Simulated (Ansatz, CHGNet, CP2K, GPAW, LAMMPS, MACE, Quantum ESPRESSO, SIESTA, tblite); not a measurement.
**Aqueous Li+ and I-, 1.5 mol of salt per kg of water at 360 K (110 atoms), the geometry as built**

36 H2O, 1 Li+, 1 I- placed at random, at 1.14 g/cm³; overlaps pushed apart, then 10 ps at 420 K with Joung-Cheatham ions (J. Phys. Chem. B 112, 9020 (2008)); SPC/E water (Berendsen, Grigera and Straatsma, J. Phys. Chem. 91, 6269 (1987)). Snapshot after 20 ps at 360 K and fixed volume.

Geometry: the geometry as built. Computed with SIESTA 5.4.2: Kohn-Sham DFT, PBE, PseudoDojo 0.4.1 norm-conserving pseudopotentials (converted to PSML), numerical atomic orbitals (TZP), diagonalisation; shift 0.01 Ry; mesh 500 Ry; levels smeared at 580 K; far from plane-wave PBE on this cell, through basis, grid or potentials; Γ point; density 1.14 g/cm³.

Extended XYZ; positions in Å, forces in eV/Å, q the Hirshfeld charge in e:

```xyz
110
Lattice="10.442 0.000 0.000 0.000 10.442 0.000 0.000 0.000 10.442" Properties=species:S:1:pos:R:3:charge:R:1:forces:R:3 pbc="T T T"
O 4.429 0.328 0.520 -0.22 0.063 -0.725 -0.191
H 4.018 0.346 1.432 0.08 -0.208 0.113 0.165
H 4.751 1.245 0.282 0.07 -0.131 -0.025 -0.053
O 1.914 0.552 5.846 -0.24 -0.642 -0.708 -0.510
H 2.652 0.253 6.452 0.07 0.431 0.190 0.156
H 1.675 1.500 6.055 0.06 0.227 0.220 -0.030
O 5.085 1.650 5.281 -0.19 0.033 1.388 0.013
H 5.489 0.735 5.276 0.08 -0.216 -0.352 0.091
H 4.401 1.709 6.008 0.10 0.574 -0.643 -0.081
O 7.566 7.558 6.061 -0.21 -0.398 0.104 -0.410
H 7.509 6.918 6.828 0.09 -0.059 0.193 -0.139
H 7.323 7.086 5.214 0.13 0.365 -0.093 0.500
O 7.383 6.644 8.932 -0.18 -0.348 -0.427 -0.351
H 7.329 7.583 9.270 0.11 -0.040 -0.274 -0.014
H 8.341 6.363 8.880 0.10 0.825 0.808 -0.186
O 1.446 0.597 9.543 -0.15 -0.293 0.176 0.158
H 2.084 10.276 9.648 0.10 0.063 -0.365 0.011
H 0.603 0.269 9.116 0.10 0.374 0.216 0.140
O 7.424 3.982 9.890 -0.17 -0.346 0.234 -0.149
H 7.829 3.320 9.260 0.07 0.164 0.050 -0.253
H 7.516 4.903 9.511 0.09 -0.515 -0.089 0.250
O 4.910 5.891 7.041 -0.18 -0.313 0.494 0.050
H 5.517 5.123 6.838 0.09 0.466 -0.052 -0.069
H 5.387 6.548 7.626 0.12 0.127 -0.546 -0.244
O 0.734 1.627 1.639 -0.18 -0.342 0.543 0.097
H 1.433 1.337 2.293 0.10 0.408 0.013 -0.322
H 0.922 1.216 0.746 0.09 0.220 -0.326 0.025
O 9.876 1.145 4.302 -0.19 -0.019 -0.176 -0.364
H 9.272 1.325 5.078 0.09 0.453 -0.176 -0.053
H 0.250 0.662 4.620 0.11 -0.212 0.221 0.304
O 9.087 9.997 0.975 -0.23 -0.516 0.469 -0.013
H 9.566 9.201 1.346 0.08 0.720 -0.308 -0.232
H 8.914 9.858 0.000 0.08 0.270 -0.477 0.523
O 6.748 3.921 6.031 -0.19 0.018 0.805 -0.036
H 7.565 3.622 6.525 0.08 -0.347 -0.421 0.073
H 6.216 3.121 5.753 0.09 0.104 -0.648 0.154
O 2.138 6.525 0.870 -0.15 0.688 0.377 -0.015
H 1.529 5.744 0.736 0.10 -0.233 -0.867 -0.083
H 2.966 6.225 1.344 0.12 -0.248 0.057 -0.128
O 8.650 9.173 8.921 -0.16 0.138 -0.216 -0.245
H 8.917 8.368 8.391 0.12 0.107 0.491 0.168
H 8.868 10.001 8.404 0.07 0.019 0.089 -0.532
O 10.155 6.535 8.409 -0.24 -1.229 -0.430 0.359
H 0.342 5.765 8.515 0.09 0.323 0.631 -0.205
H 0.180 7.287 7.944 0.07 0.502 -0.225 -0.141
O 0.423 4.376 0.833 -0.20 0.079 0.656 -0.375
H 9.968 4.426 0.393 0.12 0.421 -0.319 0.463
H 0.618 3.428 1.085 0.09 -0.357 -0.422 0.109
O 1.230 8.423 7.229 -0.16 -0.256 -0.005 -0.317
H 1.887 8.667 7.943 0.10 0.243 0.007 0.146
H 0.939 9.250 6.748 0.11 0.304 0.157 0.185
O 5.156 2.722 0.234 -0.15 -0.115 0.199 -0.286
H 5.380 2.554 1.194 0.11 -0.112 0.934 0.590
H 5.752 3.439 10.315 0.11 0.738 -0.114 -0.047
O 8.517 4.752 3.579 -0.19 -0.516 0.038 -0.256
H 8.177 4.488 4.482 0.09 -0.065 0.086 -0.323
H 9.513 4.667 3.560 0.08 0.369 -0.081 0.631
O 3.180 2.640 8.858 -0.21 -0.572 0.204 -0.461
H 2.391 2.167 9.249 0.09 0.043 -0.070 0.241
H 3.906 2.700 9.543 0.08 -0.171 -0.029 0.215
O 5.064 3.181 2.900 -0.18 -0.592 -0.731 0.035
H 5.346 3.092 3.855 0.11 -0.129 -0.324 -0.496
H 4.858 4.139 2.701 0.08 0.561 0.711 0.083
O 5.855 9.660 9.110 -0.21 0.078 -0.497 -0.571
H 6.696 10.198 9.065 0.11 -0.511 -0.459 -0.073
H 5.280 10.002 9.854 0.07 0.063 0.442 1.012
O 3.208 1.017 2.898 -0.16 -0.379 -0.608 -0.273
H 3.377 0.566 3.774 0.12 -0.120 0.630 -0.219
H 3.724 1.873 2.858 0.09 0.506 0.289 0.576
O 2.976 8.590 9.504 -0.16 -0.059 0.363 -0.263
H 2.617 8.088 10.291 0.11 0.204 -0.580 -0.181
H 3.975 8.545 9.508 0.13 -0.591 0.010 0.117
O 4.264 7.137 4.677 -0.20 -0.137 0.304 -0.749
H 3.355 6.927 4.317 0.09 -0.391 0.416 0.442
H 4.430 6.596 5.501 0.08 0.224 -0.184 0.448
O 7.323 0.402 2.978 -0.21 0.049 0.048 0.116
H 6.685 0.115 2.264 0.12 0.343 0.003 0.655
H 7.015 0.051 3.862 0.09 -0.408 -0.255 -0.934
O 0.219 7.973 1.860 -0.22 -1.083 0.630 0.414
H 0.931 7.453 1.390 0.07 0.284 0.021 0.476
H 0.443 8.040 2.833 0.09 0.518 -0.160 -0.417
O 2.192 5.543 8.314 -0.20 0.155 -0.167 -0.100
H 2.579 6.254 7.726 0.11 0.124 -0.592 0.432
H 2.930 5.079 8.804 0.11 -0.320 0.226 -0.516
O 5.183 5.816 2.433 -0.21 -0.873 -0.239 -0.515
H 4.772 6.508 3.027 0.08 0.700 -0.177 0.456
H 6.026 6.176 2.035 0.09 0.198 0.442 0.111
O 7.511 7.158 1.790 -0.20 0.006 -0.180 -0.056
H 8.239 6.792 2.370 0.11 -0.150 0.138 -0.365
H 7.868 7.916 1.245 0.11 -0.034 -0.296 0.585
O 0.711 4.552 4.080 -0.17 0.248 0.797 -0.916
H 0.993 4.098 4.926 0.08 0.443 -0.359 0.278
H 1.375 4.354 3.359 0.13 -0.486 -0.041 0.483
O 1.361 3.199 6.271 -0.13 0.494 -0.048 -0.378
H 1.954 3.340 7.064 0.12 -0.159 0.378 0.119
H 0.427 3.021 6.581 0.08 -0.185 -0.110 0.628
O 8.221 2.726 1.738 -0.22 -0.066 -0.332 -0.420
H 7.540 2.899 1.027 0.10 0.822 0.246 0.542
H 8.202 3.470 2.406 0.08 -0.139 0.340 0.160
O 4.008 0.435 7.517 -0.20 -0.839 -0.416 -0.506
H 3.442 1.001 8.115 0.07 0.612 0.373 0.199
H 4.517 10.215 8.067 0.08 0.538 0.277 -0.085
O 5.811 9.485 4.777 -0.16 0.056 0.725 0.474
H 6.399 8.982 5.410 0.10 -0.187 -0.448 0.121
H 4.920 9.035 4.720 0.11 0.518 -0.620 0.126
O 1.578 7.490 4.296 -0.17 -0.016 -0.025 -0.052
H 1.737 7.879 5.203 0.11 -0.391 -0.214 -0.016
H 1.031 6.657 4.382 0.11 0.101 -0.298 0.248
Li 9.187 1.087 2.334 0.08 -0.268 0.042 -0.098
I 9.141 1.869 7.672 -0.15 -0.390 -0.049 0.154
```

The network of contacts between molecules at the start is that of the classical potential that made the cell, and needn't be the one that DFT or experiment would give. The functional has no dispersion term, which matters for the binding between molecules or layers. The density was typed from a rule of thumb and may lie off the real one at this temperature. Only the Γ point is sampled, in a cell whose shortest periodic width is 10 Å.

The r.m.s. force component is 0.391 eV/Å; the longest force, 1.39 eV/Å, acts on O7.

[Logs are printed without paths, hosts, clocks, repeated set-up lines and the standing remarks that a program may print on its own settings, such as how far it seeks lower states.]

[Hosts, paths, dates, database ids (printed as entryN), source tags and the programs' standing remarks are cut or masked in the printed files.]
